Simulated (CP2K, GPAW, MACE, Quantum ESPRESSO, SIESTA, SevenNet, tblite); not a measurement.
# Forces in amorphous SnO2 (72 atoms), program by program

Aim: forces, pressure of amorphous SnO2 (72 atoms) at one geometry, from other programs and methods, against plane-wave PBE.

Results are calculated, not measured.

**1. The cell**

The cell holds 72 atoms (24 Sn and 48 O), with edges of 9.85, 9.85 and 9.85 Å. Recipe: 72 atoms (24 Sn, 48 O) placed at random at 6.03 g/cm³, melted at 5000 K for 10 ps at fixed volume with the Morse and Coulomb pair potential with partial charges (Pedone, Malavasi, Menziani, Cormack and Segre, J. Phys. Chem. B 110, 11780 (2006)). Quenched from 5000 K to 300 K at 50 K/ps and fixed volume, held 10 ps at zero pressure, then minimised at fixed cell. Then every atom was moved at random, 0.02 Å r.m.s. a Cartesian component. The density is 6.28 g/cm³.

**2. The reference input**

Quantum ESPRESSO 7.5: Kohn-Sham DFT, PBE, SSSP efficiency 1.3.0 pseudopotentials, plane waves. Its input, pw.in:

```
&control
  calculation = 'scf'
  pseudo_dir = './pseudo'
  outdir = './tmp'
  disk_io = 'none'
  tprnfor = .true.
  tstress = .true.
/
&system
  ibrav = 0
  nat = 72
  ntyp = 2
  ecutwfc = 60
  ecutrho = 480
  nosym = .true.
  occupations = 'smearing'
  smearing = 'fd'
  degauss = 0.003675
/
&electrons
  conv_thr = 3.6e-07
  electron_maxstep = 100
  mixing_beta = 0.4
  mixing_mode = 'plain'
  diagonalization = 'david'
/
ATOMIC_SPECIES
Sn 118.710 Sn.upf
O 15.999 O.upf
CELL_PARAMETERS angstrom
9.85089 0.00000 0.00000
0.00000 9.85089 0.00000
0.00000 0.00000 9.85089
ATOMIC_POSITIONS crystal
Sn 0.73259 0.67325 0.33158
Sn 0.04863 0.22003 0.43277
Sn 0.50783 0.17790 0.09886
Sn 0.77306 0.46387 0.57745
[... 66 atom lines left out ...]
O 0.38552 0.73193 0.02550
O 0.18453 0.36348 0.36839
K_POINTS gamma
```

```console
$ OMP_NUM_THREADS=1 mpirun -np 2 pw.x -in pw.in > output.txt
```

The job ended after 5.6 min (2 MPI ranks of Arm Neoverse V1, shared host; peak memory 3 GiB; 11 min of CPU time).

It converged with an r.m.s. force component of 0.69 eV/Å and a pressure of 8.5 GPa.

**3. The other programs**

- CP2K 2026.2: Gaussian basis with GTH pseudopotentials and a plane-wave density; labels give functional, basis (MOLOPT sets; SR short-range, UZH the newer set with its own potentials), grid cutoff/relative cutoff and solver (OT: orbital transformation; TRS4, TC2, SIGN: linear-scaling purification with its sparsity filter), or its built-in tight binding.
- GPAW 26.7.0: PAW with atomic orbitals (LCAO), plane waves or a real-space grid of spacing h.
- MACE: machine-learned potential, published weights.
- SIESTA 5.4.2: numerical atomic orbitals, whose automatically made sets are far from complete, with PseudoDojo norm-conserving potentials that we converted to its format (checked against plane waves on the same files for H, C, O, Si, Ge and Ca alone); labels give functional, basis size, energy shift and mesh cutoff.
- SevenNet: machine-learned potential, published weights.
- tblite 0.8.0: extended tight binding, driven from Python.

All use the same cell and atoms, and the electronic-structure runs the same k-mesh.

**4. Side by side**

Differences are against the reference: forces as r.m.s. over components, share as that over the reference's r.m.s. force, slope as the fitted ratio of a run's forces to the reference's.

```tsv
run	Δ force, r.m.s. (meV/Å)	share (%)	slope	Δ pressure (GPa)	cores	CPU time	memory (GiB)
reference	-	-	-	-	2	11 min	3.0
CP2K PBE, DZVP-UZH, 600/50 Ry, diagonalisation	128	18.7	1.015	3.63	4	5.3 min	4.7
CP2K PBE, SZV-MOLOPT-SR, 600/50 Ry, diagonalisation (coarse)	326	47.5	1.106	13.9	2	5.6 min	2.8
GPAW PBE, LCAO dzp, h 0.18 Å	127	18.6	1.098	-	1	3.8 min	1.5
MACE MP-0b2 small potential	148	21.6	0.838	-0.579	1	7 s	0.66
SIESTA PBE, DZP, shift 0.01 Ry, mesh 500 Ry	181	26.4	1.163	5.14	2	7.7 min	2.2
SIESTA PBE, SZP, shift 0.01 Ry, mesh 500 Ry (coarse)	227	33.2	1.203	6.97	2	7.3 min	2.0
SevenNet 0 potential	101	14.7	0.938	0.506	1	8.2 s	0.87
SevenNet l3i5 potential	70.8	10.3	0.978	0.226	1	11 s	1.3
tblite GFN1-xTB	441	64.3	0.494	-16.3	1	3.3 s	0.11
```

Rows marked coarse use a setting chosen to be so.

Times of the machine-learned potentials are mostly Python's start and the loading of weights.

CPU time is summed over cores on shared hosts, so it is rough.

**5. What came out**

Forces lie from 10 % (SevenNet l3i5 potential) to 64 % (tblite GFN1-xTB) of the reference's r.m.s. force of 0.69 eV/Å away from it. The PBE runs in local orbitals, coarse settings apart, differ by 19 % (GPAW PBE, LCAO dzp, h 0.18 Å) to 26 % (SIESTA PBE, DZP, shift 0.01 Ry, mesh 500 Ry); basis, grid and potentials can all enter. Tight binding differs by 64 % (tblite GFN1-xTB); it is another model, with fitted parameters of its own, and the xTB methods hold dispersion. Machine-learned potentials differ by 10 % (SevenNet l3i5 potential) to 22 % (MACE MP-0b2 small potential); they were trained on other programs' data. Among those trained on PBE data the slope goes as low as 0.84, which softening far from their training structures can give, though the reference's k-sampling is untested too.

Runs with settings chosen to be coarse differ by 33 % (SIESTA PBE, SZP, shift 0.01 Ry, mesh 500 Ry) to 47 % (CP2K PBE, SZV-MOLOPT-SR, 600/50 Ry, diagonalisation), their programs' other errors included. SIESTA PBE, SZP, shift 0.01 Ry, mesh 500 Ry stiffens the forces by a factor of 1.20 while following their directions (correlation 0.977); the slopes of the 2 SIESTA runs lie between 1.16 and 1.20. Pressures at PBE, coarse settings apart, lie +3.63 to +5.14 GPa from the reference's.

**Limits.** Periodic xTB results under one method name differ between programs and library versions. The potentials hold different valence shells: 624 electrons in the reference, 384 in CP2K with SZV-MOLOPT-SR; this bears on time and differences. The reference's pressure holds the uncorrected Pulay stress of its 60 Ry basis, so small pressure differences, may be the reference's own error. Machine-learned potentials mimic data converged in k, so the reference's own k-point error enters their differences. The quench rate of 50 K/ps is many orders above laboratory rates, so the cell is likely richer in defects and strain than a real sample. The network of bonds at the start is that of the classical potential that made the cell, and needn't be the one that DFT or experiment would give. The electronic-structure runs sample only Γ, in a cell whose shortest periodic width is 10 Å. Spin–orbit coupling is left out. Where levels are smeared, the DFT runs use Fermi–Dirac occupations at 580 K (0.05 eV), and energies are free energies. The atoms were displaced at random, and shares hang on the size of the forces that this gives. The reference's cutoffs and mesh weren't converged further here.

[Long decimals in the printed logs are rounded to 6 places.]

[Logs are printed without paths, hosts, clocks, repeated set-up lines and the standing remarks that a program may print on its own settings, such as how far it seeks lower states.]

[Hosts, paths, dates, database ids (printed as entryN), source tags and the programs' standing remarks are cut or masked in the printed files.]

[Only finished runs are shown, without SIESTA runs on faulty potentials for Cu, Fe, Ni or Zn; cells were taken only where this reference lay near another plane-wave run.]
